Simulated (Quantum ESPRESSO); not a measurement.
# BiAu2 (Maldonite): zone-centre phonons, part 2 of 2

Aim: the zone-centre modes of BiAu2 (Maldonite).

Quantum ESPRESSO 7.5; DFT LDA, scalar-relativistic, plane waves, JTH PAW pseudopotentials.

So far. Step 2 (A probe with smearing): No gap opens on this mesh, so smearing is kept; the start stands at -3.3 GPa. Step 4 (Ground state): The cell stands at -0.067 GPa, close enough for phonons. The relaxed cell has a = 7.872 Å (conventional setting).

The database entry behind the starting cell is an old determination (1935), so it need not match the best structure at ambient conditions.

### 5. Linear response at Γ

At q = 0 one unit cell holds all displacements; symmetry groups them into irreducible representations that are solved one by one. With smeared occupations no response to a homogeneous field can be asked.

File ph.in:

```
phonons
&inputph
   prefix = 'x'
   outdir = './tmp'
   fildyn = 'g.dyn'
   tr2_ph = 1.0d-18
   alpha_mix(1) = 0.4
   nmix_ph = 8
/
0.000000000000 0.000000000000 0.000000000000
```

Run with:

```console
> OMP_NUM_THREADS=1 mpirun -n 4 ph.x -nk 4 -in ph.in > ph.out
```

The program printed:

```text
[banners, grids, parts of the stress and lines that vanish by symmetry left out]
[banner, memory and clock lines left out]
Program PHONON v.7.5

     ./tmp/x.save/

     file Bi.upf: wavefunction(s)  6S 0S 6P 0P 5D 0D renormalized
     file Au.upf: wavefunction(s)  6S 0S 6P 0P 5D 0D renormalized

     IMPORTANT: XC functional enforced from input :
     Exchange-correlation= PW
                           (   1   4   0   0   0   0   0)
     Any further DFT definition will be discarded
     Please, verify this is what you really want

     G-vector sticks info

     Reading collected, re-writing distributed wavefunctions in ./tmp/

     Number and degeneracy of irreps per q-point
       N         xq(1)         xq(2)         xq(3)   N irreps
       1   0.000000000   0.000000000   0.000000000       7
        3   1   2   3   3   3   3

     Calculation of q =    0.0000000   0.0000000   0.0000000

     phonons

     bravais-lattice index     =            0
     lattice parameter (alat)  =      10.5190  a.u.
     unit-cell volume          =     823.0182 (a.u.)^3
     number of atoms/cell      =            6
     number of atomic types    =            2
     kinetic-energy cut-off    =      40.0000  Ry
     charge density cut-off    =     200.0000  Ry
     convergence threshold     =      1.0E-18
     beta                      =       0.4000
     number of iterations used =            8
     Exchange-correlation= PW
                           (   1   4   0   0   0   0   0)

     celldm(1)=   10.51901  celldm(2)=    0.00000  celldm(3)=    0.00000
     celldm(4)=    0.00000  celldm(5)=    0.00000  celldm(6)=    0.00000

     crystal axes: (cart. coord. in units of alat)
               a(1) = (  0.0000  0.7071  0.7071 )
               a(2) = (  0.7071  0.0000  0.7071 )
               a(3) = (  0.7071  0.7071  0.0000 )

     reciprocal axes: (cart. coord. in units 2 pi/alat)
               b(1) = ( -0.7071  0.7071  0.7071 )
               b(2) = (  0.7071 -0.7071  0.7071 )
               b(3) = (  0.7071  0.7071 -0.7071 )

     Atoms inside the unit cell:

     Cartesian axes

     site n.  atom      mass           positions (alat units)
        1  Bi    208.9804   tau(    1) = (    0.00000    0.00000    0.00000  )
        2  Bi    208.9804   tau(    2) = (    0.35355    0.35355    0.35355  )
        3  Au    196.9666   tau(    3) = (    0.88388    0.88388    0.88388  )
        4  Au    196.9666   tau(    4) = (    0.88388    0.53033    0.53033  )
        5  Au    196.9666   tau(    5) = (    0.53033    0.53033    0.88388  )
        6  Au    196.9666   tau(    6) = (    0.53033    0.88388    0.53033  )

     Computing dynamical matrix for
                    q = (   0.0000000   0.0000000   0.0000000 )

     49 Sym.Ops. (with q -> -q+G )

     G cutoff =  560.5571  (  39237 G-vectors)     FFT grid: ( 48, 48, 48)
     G cutoff =  448.4457  (  27989 G-vectors)  smooth grid: ( 48, 48, 48)

     number of k points=     8  Marzari-Vanderbilt smearing, width (Ry)=  0.0200
                       cart. coord. in units 2pi/alat
        k(    1) = (   0.0000000   0.0000000   0.0000000), wk =   0.0312500
        k(    2) = (   0.1767767   0.1767767  -0.1767767), wk =   0.2500000
        k(    3) = (  -0.3535534  -0.3535534   0.3535534), wk =   0.1250000
        [... further k-points left out ...]

     PseudoPot. # 1 for Bi read from file:
     ./pseudo/Bi.upf
     Pseudo is Projector augmented-wave + core cor, Zval = 15.0
     Shape of augmentation charge: BESSEL
     Using radial grid of 1131 points,  6 beta functions with:
                l(1) =   0
                l(2) =   0
                l(3) =   1
                l(4) =   1
                l(5) =   2
                l(6) =   2
     Q(r) pseudized with 0 coefficients

     PseudoPot. # 2 for Au read from file:
     ./pseudo/Au.upf
     Pseudo is Projector augmented-wave + core cor, Zval = 11.0
     Shape of augmentation charge: SINC**2
     Using radial grid of 1127 points,  6 beta functions with:
                l(1) =   0
                l(2) =   0
                l(3) =   1
                l(4) =   1
                l(5) =   2
                l(6) =   2
     Q(r) pseudized with 0 coefficients

     Mode symmetry, O_h (m-3m)  point group:

     Atomic displacements:
     There are    7 irreducible representations

     Representation     1      3 modes -  To be done

     Representation     2      1 modes -  To be done

     Representation     3      2 modes -  To be done

     Representation     4      3 modes -  To be done

     Representation     5      3 modes -  To be done

     Representation     6      3 modes -  To be done

     Representation     7      3 modes -  To be done

     Alpha used in Ewald sum =   1.8000

     Representation #   1 modes #   1   2   3

     Self-consistent Calculation
      iter #   1   av.it.:  12.2
      thresh= 1.000E-02 alpha_mix =  0.400 |ddv_scf|^2 =  1.427E-06
      iter #   2   av.it.:  24.7
      thresh= 1.195E-04 alpha_mix =  0.400 |ddv_scf|^2 =  4.437E-08
      iter #   3   av.it.:  26.0
      thresh= 2.106E-05 alpha_mix =  0.400 |ddv_scf|^2 =  1.097E-08
      iter #   4   av.it.:  25.2
      thresh= 1.047E-05 alpha_mix =  0.400 |ddv_scf|^2 =  1.519E-09
      iter #   5   av.it.:  25.9
      thresh= 3.898E-06 alpha_mix =  0.400 |ddv_scf|^2 =  3.344E-11
      iter #   6   av.it.:  26.3
      thresh= 5.782E-07 alpha_mix =  0.400 |ddv_scf|^2 =  8.608E-13
      iter #   7   av.it.:  25.8
      thresh= 9.278E-08 alpha_mix =  0.400 |ddv_scf|^2 =  1.355E-13
      iter #   8   av.it.:  26.1
      thresh= 3.681E-08 alpha_mix =  0.400 |ddv_scf|^2 =  2.755E-15
      iter #   9   av.it.:  26.6
      thresh= 5.248E-09 alpha_mix =  0.400 |ddv_scf|^2 =  2.967E-17
      iter #  10   av.it.:  25.4
      thresh= 5.447E-10 alpha_mix =  0.400 |ddv_scf|^2 =  4.330E-18
      iter #  11   av.it.:  26.6
      thresh= 2.081E-10 alpha_mix =  0.400 |ddv_scf|^2 =  5.972E-20

     End of self-consistent calculation

     Convergence has been achieved

     Representation #   2 mode #   4

     Self-consistent Calculation
      iter #   1   av.it.:   8.6
      thresh= 1.000E-02 alpha_mix =  0.400 |ddv_scf|^2 =  2.098E-05
      iter #   2   av.it.:  17.2
      thresh= 4.581E-04 alpha_mix =  0.400 |ddv_scf|^2 =  6.158E-07
      iter #   3   av.it.:  18.5
      thresh= 7.847E-05 alpha_mix =  0.400 |ddv_scf|^2 =  7.858E-09
[...]
End of self-consistent calculation

     Convergence has been achieved

     Representation #   3 modes #   5   6

     Self-consistent Calculation
[...]
End of self-consistent calculation

     Convergence has been achieved

     Representation #   4 modes #   7   8   9

     Self-consistent Calculation
[...]
End of self-consistent calculation

     Convergence has been achieved

     Representation #   5 modes #  10  11  12

     Self-consistent Calculation
[...]
End of self-consistent calculation

     Convergence has been achieved

     Representation #   6 modes #  13  14  15

     Self-consistent Calculation
[...]
End of self-consistent calculation

     Convergence has been achieved

     Representation #   7 modes #  16  17  18

     Self-consistent Calculation
[...]
iter #   2   av.it.:  21.8
      thresh= 2.912E-05 alpha_mix =  0.400 |ddv_scf|^2 =  1.077E-08
      iter #   3   av.it.:  23.2
      thresh= 1.038E-05 alpha_mix =  0.400 |ddv_scf|^2 =  3.044E-11
      iter #   4   av.it.:  24.5
      thresh= 5.517E-07 alpha_mix =  0.400 |ddv_scf|^2 =  2.543E-13
      iter #   5   av.it.:  21.7
      thresh= 5.042E-08 alpha_mix =  0.400 |ddv_scf|^2 =  6.521E-14
      iter #   6   av.it.:  23.7
      thresh= 2.554E-08 alpha_mix =  0.400 |ddv_scf|^2 =  7.128E-16
      iter #   7   av.it.:  23.8
      thresh= 2.670E-09 alpha_mix =  0.400 |ddv_scf|^2 =  1.841E-18
      iter #   8   av.it.:  23.6
      thresh= 1.357E-10 alpha_mix =  0.400 |ddv_scf|^2 =  1.154E-19

     End of self-consistent calculation

     Convergence has been achieved

     Number of q in the star =    1
     List of q in the star:
          1   0.000000000   0.000000000   0.000000000

     Diagonalizing the dynamical matrix

     q = (    0.000000000   0.000000000   0.000000000 )

 **************************************************************************
     freq (    1) =       0.024406 [THz] =       0.814110 [cm-1]
     freq (    2) =       0.024406 [THz] =       0.814110 [cm-1]
     freq (    3) =       0.024406 [THz] =       0.814110 [cm-1]
     freq (    4) =       0.365126 [THz] =      12.179304 [cm-1]
     freq (    5) =       0.365126 [THz] =      12.179304 [cm-1]
     freq (    6) =       0.365126 [THz] =      12.179304 [cm-1]
     freq (    7) =       1.902848 [THz] =      63.472185 [cm-1]
     freq (    8) =       1.902848 [THz] =      63.472185 [cm-1]
     freq (    9) =       1.902848 [THz] =      63.472185 [cm-1]
     freq (   10) =       1.905311 [THz] =      63.554344 [cm-1]
     freq (   11) =       1.905311 [THz] =      63.554344 [cm-1]
     freq (   12) =       1.905311 [THz] =      63.554344 [cm-1]
     freq (   13) =       2.918930 [THz] =      97.365035 [cm-1]
     freq (   14) =       2.918930 [THz] =      97.365035 [cm-1]
     freq (   15) =       4.012385 [THz] =     133.838742 [cm-1]
     freq (   16) =       4.012385 [THz] =     133.838742 [cm-1]
     freq (   17) =       4.012385 [THz] =     133.838742 [cm-1]
     freq (   18) =       6.012959 [THz] =     200.570728 [cm-1]
 **************************************************************************

     Mode symmetry, O_h (m-3m)  point group:

     freq (   1-   3) =          0.8  [cm-1]   --> T_1u G_15  G_4- I
     freq (   4-   6) =         12.2  [cm-1]   --> T_2u G_25  G_5-
     freq (   7-   9) =         63.5  [cm-1]   --> T_1u G_15  G_4- I
     freq (  10-  12) =         63.6  [cm-1]   --> T_2g G_25' G_5+ R
     freq (  13-  14) =         97.4  [cm-1]   --> E_u  G_12' G_3-
     freq (  15-  17) =        133.8  [cm-1]   --> T_1u G_15  G_4- I
     freq (  18-  18) =        200.6  [cm-1]   --> A_2u G_2'  G_2-
```

It took 14 min on 4 MPI ranks of Intel Xeon Platinum 8375C at 2.90GHz (Ice Lake), shared host.

This step gave:

| Item | Value |
| --- | --- |
| largest acoustic frequency at the zone centre before the sum rule | 0.81 cm⁻¹ |
| highest optical zone-centre mode (no LO-TO term) | 200.6 cm⁻¹ |
| lowest optical zone-centre mode | 12.18 cm⁻¹ |

The acoustic modes at Γ come out as far as 0.8 cm⁻¹ from zero, where they should vanish, a small numerical error.

### 6. Modes with the sum rule

A rigid shift of the crystal must cost nothing, but grids and finite bases break this; the acoustic sum rule is imposed before the matrix is diagonalised again.

File dynmat.in:

```
&input
   fildyn = 'g.dyn'
   asr = 'simple'
   fileig = 'dynmat.eig'
/
```

Run with:

```console
> dynmat.x -in dynmat.in > dynmat.out
```

The program printed:

```text
[banner, memory and clock lines left out]
Program DYNMAT v.7.5

     Reading Dynamical Matrix from file g.dyn
     ...Force constants read
     ...epsilon and Z* not read (not found on file)
     A direction for q was not specified:TO-LO splitting will be absent

     Polarizability (A^3 units)
     multiply by 1.000000 for Clausius-Mossotti correction
         0.000000    0.000000    0.000000
         0.000000    0.000000    0.000000
         0.000000    0.000000    0.000000

     IR activities are in (D/A)^2/amu units

# mode   [cm-1]    [THz]      IR
    1     -0.00   -0.0000    0.0000
    2     -0.00   -0.0000    0.0000
    3      0.00    0.0000    0.0000
    4     12.15    0.3643    0.0000
    5     12.15    0.3643    0.0000
    6     12.15    0.3643    0.0000
    7     63.47    1.9027    0.0000
    8     63.47    1.9027    0.0000
    9     63.47    1.9027    0.0000
   10     63.55    1.9052    0.0000
   11     63.55    1.9052    0.0000
   12     63.55    1.9052    0.0000
   13     97.36    2.9188    0.0000
   14     97.36    2.9188    0.0000
   15    133.84    4.0123    0.0000
   16    133.84    4.0123    0.0000
   17    133.84    4.0123    0.0000
   18    200.57    6.0129    0.0000

9 [cm-1]
[end of the log left out, with the tail of the file of modes that dynmat.x writes under the same name]
```

It took 0.57 s on 1 thread.

This step gave:

```yaml
lowest_optical_zone_centre_mode: 12.15 cm⁻¹
```

Unit eigenvectors of the mass-weighted matrix after the sum rule; no LO-TO term. Modes at Γ, with each element's share of the kinetic energy:

```
mode  frequency (cm⁻¹)  Bi %  Au %
   1               0.0    35    65
   2               0.0    35    65
   3               0.0    35    65
   4              12.2     0   100
   5              12.2     0   100
   6              12.2     0   100
   7              63.5    64    36
   8              63.5    64    36
   9              63.5    64    36
  10              63.6   100     0
  11              63.6   100     0
  12              63.6   100     0
  13              97.4     0   100
  14              97.4     0   100
  15             133.8     1    99
  16             133.8     1    99
  17             133.8     1    99
  18             200.6     0   100
```

Displacements in mode 5 (12.2 cm⁻¹), the largest set to 1:
```
Bi1  0.00  0.00  0.00
Bi2  0.00  0.00  0.00
Au3 -0.03 -0.77  0.80
Au4  0.03  1.00 -0.97
Au5  0.20 -1.00 -0.80
Au6 -0.20  0.77  0.97
```

Displacements in mode 12 (63.6 cm⁻¹), the largest set to 1:
```
Bi1 -0.03  1.00  0.42
Bi2  0.03 -1.00 -0.42
Au3  0.00  0.00  0.00
Au4  0.00  0.00  0.00
Au5  0.00  0.00  0.00
Au6  0.00  0.00  0.00
```

The rule moves no optical mode by more than 0.1 cm⁻¹.

### 7. Sum rules set otherwise: a sum rule for molecules or wires on a crystal

This rule also removes rotations, which suits wires and not a crystal; it is tried to see the harm.

File dynmat.in:

```
&input
   fildyn = 'g.dyn'
   asr = 'one-dim'
   fileig = 'dynmat.eig'
/
```

Run with:

```console
> dynmat.x -in dynmat.in > dynmat.out
```

The program printed:

```text
[banner, memory and clock lines left out]
Program DYNMAT v.7.5

     Reading Dynamical Matrix from file g.dyn
     ...Force constants read
     ...epsilon and Z* not read (not found on file)
asr rotation axis in 1D system=    3
     Acoustic Sum Rule: || Z*(ASR) - Z*(orig)|| =    0.000000E+00
     Acoustic Sum Rule: ||dyn(ASR) - dyn(orig)||=    7.089259E-02
     A direction for q was not specified:TO-LO splitting will be absent

     Polarizability (A^3 units)
     multiply by 1.000000 for Clausius-Mossotti correction
         0.000000    0.000000    0.000000
         0.000000    0.000000    0.000000
         0.000000    0.000000    0.000000

     IR activities are in (D/A)^2/amu units

# mode   [cm-1]    [THz]      IR
    1     -0.00   -0.0000    0.0000
    2     -0.00   -0.0000    0.0000
    3      0.00    0.0000    0.0000
    4      0.00    0.0000    0.0000
    5     12.18    0.3651    0.0000
    6     12.18    0.3651    0.0000
    7     32.37    0.9705    0.0000
    8     63.47    1.9028    0.0000
    9     63.47    1.9028    0.0000
   10     63.54    1.9050    0.0000
   11     63.55    1.9053    0.0000
   12     63.55    1.9053    0.0000
   13     97.37    2.9189    0.0000
   14     97.37    2.9189    0.0000
   15    133.24    3.9944    0.0000
   16    133.84    4.0124    0.0000
   17    133.84    4.0124    0.0000
   18    200.57    6.0130    0.0000

[end of the log left out, with the tail of the file of modes that dynmat.x writes under the same name]
```

The job ended after 0.57 s (1 thread).

The program raised no error, yet the settings are not those of a careful run.

The fault: a sum rule for molecules or wires on a crystal; 1 optical mode is projected out to zero frequency, as if it were a rotation.

For a crystal the rule has to be 'simple' or 'crystal'.

Zone-centre frequencies as printed; negative means imaginary. Modes:

| mode | frequency (cm⁻¹) |
| --- | --- |
| 1 | 0 |
| 2 | 0 |
| 3 | 0 |
| 4 | 0 |
| 5 | 12.18 |
| 6 | 12.18 |
| 7 | 32.37 |
| 8 | 63.47 |
| 9 | 63.47 |
| 10 | 63.54 |
| 11 | 63.55 |
| 12 | 63.55 |
| 13 | 97.37 |
| 14 | 97.37 |
| 15 | 133.2 |
| 16 | 133.8 |
| 17 | 133.8 |
| 18 | 200.6 |

### 8. Sum rules set otherwise (asr no)

Without the rule the raw error of the acoustic modes shows.

File dynmat.in:

```
&input
   fildyn = 'g.dyn'
   asr = 'no'
   fileig = 'dynmat.eig'
/
```

Run with:

```console
> dynmat.x -in dynmat.in > dynmat.out
```

The program printed:

```text
[banner, memory and clock lines left out]
Program DYNMAT v.7.5

     Reading Dynamical Matrix from file g.dyn
     ...Force constants read
     ...epsilon and Z* not read (not found on file)
     A direction for q was not specified:TO-LO splitting will be absent

     Polarizability (A^3 units)
     multiply by 1.000000 for Clausius-Mossotti correction
         0.000000    0.000000    0.000000
         0.000000    0.000000    0.000000
         0.000000    0.000000    0.000000

     IR activities are in (D/A)^2/amu units

# mode   [cm-1]    [THz]      IR
    1      0.81    0.0244    0.0000
    2      0.81    0.0244    0.0000
    3      0.81    0.0244    0.0000
    4     12.18    0.3651    0.0000
    5     12.18    0.3651    0.0000
    6     12.18    0.3651    0.0000
    7     63.47    1.9028    0.0000
    8     63.47    1.9028    0.0000
    9     63.47    1.9028    0.0000
   10     63.55    1.9053    0.0000
   11     63.55    1.9053    0.0000
   12     63.55    1.9053    0.0000
   13     97.37    2.9189    0.0000
   14     97.37    2.9189    0.0000
   15    133.84    4.0124    0.0000
   16    133.84    4.0124    0.0000
   17    133.84    4.0124    0.0000
   18    200.57    6.0130    0.0000

3 [cm-1]
[end of the log left out, with the tail of the file of modes that dynmat.x writes under the same name]
```

Elapsed: 0.56 s, on 1 thread.

Numbers from this step:

* lowest optical zone-centre mode: 12.18 cm⁻¹

Zone-centre frequencies as printed; negative means imaginary. Modes:

```csv
mode,frequency (cm⁻¹)
1,0.81
2,0.81
3,0.81
4,12.18
5,12.18
6,12.18
7,63.47
8,63.47
9,63.47
10,63.55
11,63.55
12,63.55
13,97.37
14,97.37
15,133.8
16,133.8
17,133.8
18,200.6
```

Against the first rule no mode moves by more than 0.9 cm⁻¹.

### 9. Summary of results

```json
{
 "space group after relaxation": "Fd-3m",
 "volume per atom": "20.3 Å³",
 "highest optical zone-centre mode (no LO-TO term)": "200.6 cm⁻¹",
 "lowest optical zone-centre mode": "12.2 cm⁻¹",
 "imaginary optical modes at the zone centre (no q mesh in this session)": "none"
}
```

What this shows: At the LDA level the optical modes of BiAu2 (Maldonite) at the zone centre run from 12 to 201 cm⁻¹. The lowest optical mode, 12.2 cm⁻¹, is so soft that its value and sign are not settled by this run. Of the 15 optical modes, 6 are silent, 6 are infrared active alone and 3 are Raman active alone; inversion symmetry keeps the two sets apart. These are harmonic frequencies at zero temperature: anharmonic shifts and linewidths and thermal expansion are left out. Spin-orbit coupling is left out, which can matter for the heavy elements here. In a metal the frequencies hang on the k mesh and the smearing, most of all near Kohn anomalies.

[Host names and launcher messages were left out of these logs when they were recorded.]

[Logs are printed without paths, hosts, clocks, repeated set-up lines and the standing remarks that a program may print on its own settings, such as how far it seeks lower states.]

[Hosts, paths, dates, database ids (printed as entryN), source tags and the programs' standing remarks are cut or masked in the printed files.]
